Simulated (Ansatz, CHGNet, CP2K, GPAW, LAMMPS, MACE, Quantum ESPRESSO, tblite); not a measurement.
## Amorphous Ge (61 atoms) in tblite

How near does tblite come to plane waves for amorphous Ge (61 atoms)?

Calculated with tblite 0.8.0; the method is named at each step.

## Step 1: Set-up

The cell holds 61 atoms: 61 Ge. Cell: a = 11.207 Å, b = 11.207 Å, c = 11.207 Å, α = 90.0°, β = 90.0°, γ = 90.0°. 61 atoms (61 Ge) placed at random at 5.23 g/cm³, melted at 3500 K for 10 ps at fixed volume with the Tersoff potential (Tersoff, Phys. Rev. B 39, 5566 (1989)). Quenched from 3500 K to 300 K at 6 K/ps and fixed volume, annealed at 1300 K for 20 ps, held 5 ps.

The yardstick, on the same geometry:

```
method                 : Kohn-Sham DFT, PBE, PAW, plane waves (Ansatz 0.2.0); cutoff 420 eV, Γ point, fermi-dirac smearing of 0.05 eV; PAW set soft_2
r.m.s. force component : 0.4429 eV/Å
longest force          : 1.411 eV/Å
pressure               : 4.803 GPa
SCF cycles             : 10
time                   : 31 s on 4 threads of Arm Neoverse V2, shared host
CPU time               : 2 min
```

## Step 2: GFN1-xTB

Method: GFN1-xTB tight binding, diagonalisation.

run.py reads:

```python
import numpy as np
from ase.io import read
from tblite.ase import TBLite

atoms = read("structure.xyz")
atoms.calc = TBLite(method="GFN1-xTB", electronic_temperature=580, accuracy=1.0, max_iterations=250, mixer_damping=0.1, verbosity=1)
energy = atoms.get_potential_energy()
forces = atoms.get_forces()
print(f"energy {energy:.6f} eV")
print("forces (eV/A)")
for i, (a, f) in enumerate(zip(atoms, forces)):
    print(f"{i:4d} {a.symbol:2s} {f[0]:10.5f} {f[1]:10.5f} {f[2]:10.5f}")
stress = -atoms.get_stress(voigt=False) * 160.21766
print("stress (GPa, compression positive)")
for row in stress:
    print(" ".join(f"{x:10.4f}" for x in row))
print("charges (e)")
print(np.array2string(atoms.get_charges(), precision=4, suppress_small=True, max_line_width=110, threshold=100000))
```

structure.xyz reads:

```xyz
61
Lattice="11.20750 0.00000 0.00000 0.00000 11.20750 0.00000 0.00000 0.00000 11.20750" Properties=species:S:1:pos:R:3 pbc="T T T"
Ge 1.20514 7.66559 9.10890
Ge 0.09885 11.01731 3.94807
Ge 5.87889 10.59916 9.05454
Ge 2.84760 1.67507 9.96044
Ge 9.84400 2.49457 0.06355
Ge 6.70668 0.06993 5.61989
Ge 10.45929 7.13559 10.56273
Ge 1.03849 3.60254 4.73080
Ge 4.38437 3.65992 2.46531
Ge 4.39939 0.63434 5.20532
Ge 10.10244 11.19282 10.79383
Ge 4.63015 3.17217 5.19378
Ge 9.91315 6.05676 3.27147
Ge 7.58367 9.93702 7.45523
Ge 2.43909 4.19967 10.23514
Ge 8.45292 2.38339 4.24417
Ge 10.70675 1.51525 7.54534
Ge 8.40025 7.78507 3.98371
Ge 1.76765 0.54300 2.35951
Ge 5.34161 1.65064 9.73730
Ge 9.48636 5.51319 8.86838
Ge 5.88360 5.19994 4.05711
Ge 6.16188 7.47731 3.07691
Ge 3.71361 8.30308 3.18663
Ge 0.35965 6.24504 1.26723
Ge 2.75368 7.15599 1.24616
Ge 2.89086 10.96430 6.85171
Ge 2.34136 7.66414 5.07162
Ge 10.04506 6.81842 6.90898
Ge 1.93285 2.94645 2.52359
Ge 3.89561 9.42484 8.36528
Ge 6.86818 7.86408 0.71280
Ge 7.69709 3.75339 0.83776
Ge 1.19853 9.78426 5.64511
Ge 2.73833 9.04434 10.65217
Ge 3.87656 10.82846 3.12734
Ge 7.83886 7.77778 6.37550
Ge 4.03470 5.09011 0.59949
Ge 2.64071 3.70173 6.51638
Ge 7.59521 0.11264 3.33894
Ge 0.66068 3.88979 0.65104
Ge 5.69767 2.26492 0.86298
Ge 1.56445 11.17220 11.18071
Ge 7.03719 5.45581 8.69455
Ge 6.94585 3.01829 8.46850
Ge 11.16458 8.90951 7.48459
Ge 6.84677 2.44929 6.10954
Ge 5.67604 0.02578 1.70791
Ge 9.15899 8.91859 0.52350
Ge 8.19100 4.33103 3.04250
Ge 0.36189 5.93460 5.04954
Ge 6.38413 5.56856 10.99691
Ge 5.25867 9.52660 11.20022
Ge 3.86883 7.24105 7.06442
Ge 5.97707 6.21512 6.54518
Ge 1.92836 1.68594 7.76231
[... 1 atom lines left out ...]
Ge 2.42194 5.61810 8.27192
Ge 9.42136 9.72699 2.90667
Ge 9.73192 10.59983 8.30902
Ge 9.38404 3.00641 8.94986
```

The run is started by

```bash
$ OMP_NUM_THREADS=1 python run.py > output.txt
```

Log:

```text
------------------------------------------------------------
  cycle        total energy    energy error   density error
------------------------------------------------------------
      1     -96.48966485147  -9.6487503E+01   3.9741245E-01
      2     -102.0980977131  -5.6084329E+00   2.4161663E-01
      3     -102.8953462299  -7.9724852E-01   1.9976377E-01
      4     -102.4835587068   4.1178752E-01   1.7158029E-01
      5     -102.8051259898  -3.2156728E-01   3.6670296E-02
      6     -102.9434676035  -1.3834161E-01   1.3249601E-02
      7     -102.9518628282  -8.3952247E-03   6.3576986E-03
      8     -102.9524356927  -5.7286453E-04   5.2360227E-03
      9     -102.9522963609   1.3933186E-04   3.0761946E-03
     10     -102.9526168203  -3.2045945E-04   5.5267039E-04
     11     -102.9526330305  -1.6210169E-05   3.5805640E-04
     12     -102.9526340590  -1.0285352E-06   3.0016729E-04
     13     -102.9526344042  -3.4514851E-07   1.3852816E-04
     14     -102.9526347382  -3.3404635E-07   4.3030904E-05
     15     -102.9526347616  -2.3404723E-08   3.5521545E-05
     16     -102.9526347535   8.0905949E-09   2.9510592E-05
     17     -102.9526347665  -1.2982341E-08   9.6862755E-06
------------------------------------------------------------
 total:                                   4.667 sec
energy -2801.483887 eV
forces (eV/A)
   0 Ge   -0.30978    0.08967    0.63439
   1 Ge   -0.43189   -0.00164   -0.33290
   2 Ge    0.08489   -0.60611    0.42569
   3 Ge    0.29442    0.90762    0.03758
   4 Ge   -0.20012    0.04997    0.27652
   5 Ge    0.14244   -0.06253   -0.04494
   6 Ge   -0.06888    0.26172   -0.28258
   7 Ge   -0.13407    0.05242   -0.27905
   8 Ge   -0.16969   -0.32581    0.17772
   9 Ge   -0.23846   -0.01926    0.17816
  10 Ge    0.08578   -0.51467   -0.28016
  11 Ge    0.56683   -0.03289    0.02591
  12 Ge    0.45336   -0.05429   -0.51097
  13 Ge   -0.00783    0.07919    0.13947
  14 Ge    0.22166   -0.77851   -0.12430
  15 Ge    0.10571   -1.23568    0.31681
  16 Ge    0.17196   -0.17524   -0.09654
  17 Ge   -0.06936    0.88389    0.44918
  18 Ge    0.05345   -0.19926   -0.36628
  19 Ge   -0.29238    0.10554   -0.15044
  20 Ge   -0.04908   -0.28220    0.30477
  21 Ge    0.31983   -0.12073   -0.26898
  22 Ge   -0.62658    0.06829   -0.28238
  23 Ge    0.50112    0.24668   -0.23550
[...]
53 Ge   -0.02109    0.26768    0.13881
  54 Ge    0.41751   -0.18631   -0.20170
  55 Ge   -0.52459    0.45301    0.25556
  56 Ge   -0.14228   -0.01343   -0.12574
  57 Ge   -0.03021   -0.10247   -0.26039
  58 Ge    0.00048   -0.00841    0.03021
  59 Ge    0.02168    0.88328    0.81333
  60 Ge    0.04780    0.49502   -0.05845
stress (GPa, compression positive)
    5.3887    -0.8300     0.9500
   -0.8300     5.7984    -0.9904
    0.9500    -0.9904     8.5476
charges (e)
[ 0.0555  0.0274 -0.056  -0.034   0.0213 -0.0344 -0.0484 -0.0192  0.0087  0.034   0.0789  0.0826 -0.0257
  0.0613 -0.0265  0.0018 -0.0085  0.0072 -0.0532  0.064   0.0048  0.0834 -0.0518  0.0286 -0.0173  0.0355
 -0.0378 -0.0086 -0.0136 -0.0004  0.0073 -0.0265 -0.0028 -0.0364  0.0312 -0.0456 -0.0177  0.0221 -0.0083
 -0.0009  0.0042 -0.0606  0.0597 -0.0202 -0.0066 -0.0251 -0.0114 -0.0612  0.0764 -0.0142  0.0375  0.0223
  0.0314  0.0452 -0.0066 -0.0648 -0.0107 -0.0247 -0.0287 -0.0545  0.0307]
```

Run time: 5.2 s. Hardware: 1 thread of Arm Neoverse V2, shared host; peak memory 0.13 GiB.

Banners, paths, timers and routine set-up lines are dropped from the logs unmarked, and long logs keep their key lines alone; longer cuts are marked.

Compared with the plane-wave run:

| Property | Result |
| --- | --- |
| r.m.s. force component | 0.3687 eV/Å |
| r.m.s. difference of force components | 126 meV/Å |
| longest difference of force vectors | 411.2 meV/Å |
| force difference over r.m.s. force | 28.46 % |
| slope of forces against the reference's | 0.8059 |
| correlation of force components | 0.9682 |
| pressure | 6.578 GPa |
| pressure difference | 1.776 GPa |

Local excerpt of 12 atoms (numbers count through the whole input) about Ge50, which bears the longest force; x, y, z are measured from there.

```csv
atom,x,y,z,distance (Å),bonds,Mulliken charge (e),Fx,Fy,Fz (eV/Å)
Ge50,0.00,0.00,0.00,0.00,4,-0.01,-0.54,1.14,0.42
Ge16,0.26,-1.95,1.20,2.30,4,0.00,0.11,-1.24,0.32
Ge33,-0.49,-0.58,-2.20,2.33,4,0.00,0.08,-0.69,-0.54
Ge13,1.72,1.73,0.23,2.45,4,-0.03,0.45,-0.05,-0.51
Ge22,-2.31,0.87,1.01,2.67,5,0.08,0.32,-0.12,-0.27
Ge18,0.21,3.45,0.94,3.59,4,0.01,-0.07,0.88,0.45
Ge23,-2.03,3.15,0.03,3.74,4,-0.05,-0.63,0.07,-0.28
Ge47,-1.34,-1.88,3.07,3.84,4,-0.01,0.04,0.01,0.13
Ge5,1.65,-1.84,-2.98,3.87,4,0.02,-0.20,0.05,0.28
Ge42,-2.49,-2.07,-2.18,3.90,4,-0.06,0.15,0.06,0.07
Ge9,-3.81,-0.67,-0.58,3.91,5,0.01,-0.17,-0.33,0.18
Ge52,-1.81,1.24,-3.25,3.92,4,0.02,-0.07,0.68,0.18
```

Atoms are counted from 1 here, from 0 in the log.

Forces lie 28 % from the reference's, at 0.044 times its CPU time (on 1 against 4 cores).

## Step 3: Outcome

| Item | Value |
| --- | --- |
| force difference from the reference | tblite GFN1-xTB, 28 % |
| its CPU time | 5.2 s |

In words: Tight binding differs by 28 % (tblite GFN1-xTB); it is another model, with fitted parameters of its own, and the xTB methods hold dispersion. One electronic-structure run takes under half the reference's CPU time: tblite GFN1-xTB, at 28 % in 5.2 s against 2 min; its pressure misses by +1.8 GPa. Periodic xTB results under one method name differ between programs and library versions. The quench rate of 6 K/ps is many orders above laboratory rates, so the cell is likely richer in defects and strain than a real sample. The network of bonds at the start is that of the classical potential that made the cell, and needn't be the one that DFT or experiment would give. The reference's stress is far from hydrostatic: its diagonal is 3.4, 3.9, 7.0 GPa, compression counted positive. The electronic-structure runs sample only Γ, in a cell whose shortest periodic width is 11 Å, which is coarse for a cell with partly filled levels.

[Also dropped from logs without a mark: logging warnings of Python, and SIESTA's first energy breakdown and zero terms.]

[Logs are printed without paths, hosts, clocks, repeated set-up lines and the standing remarks that a program may print on its own settings, such as how far it seeks lower states.]

[Hosts, paths, dates, database ids (printed as entryN), source tags and the programs' standing remarks are cut or masked in the printed files.]
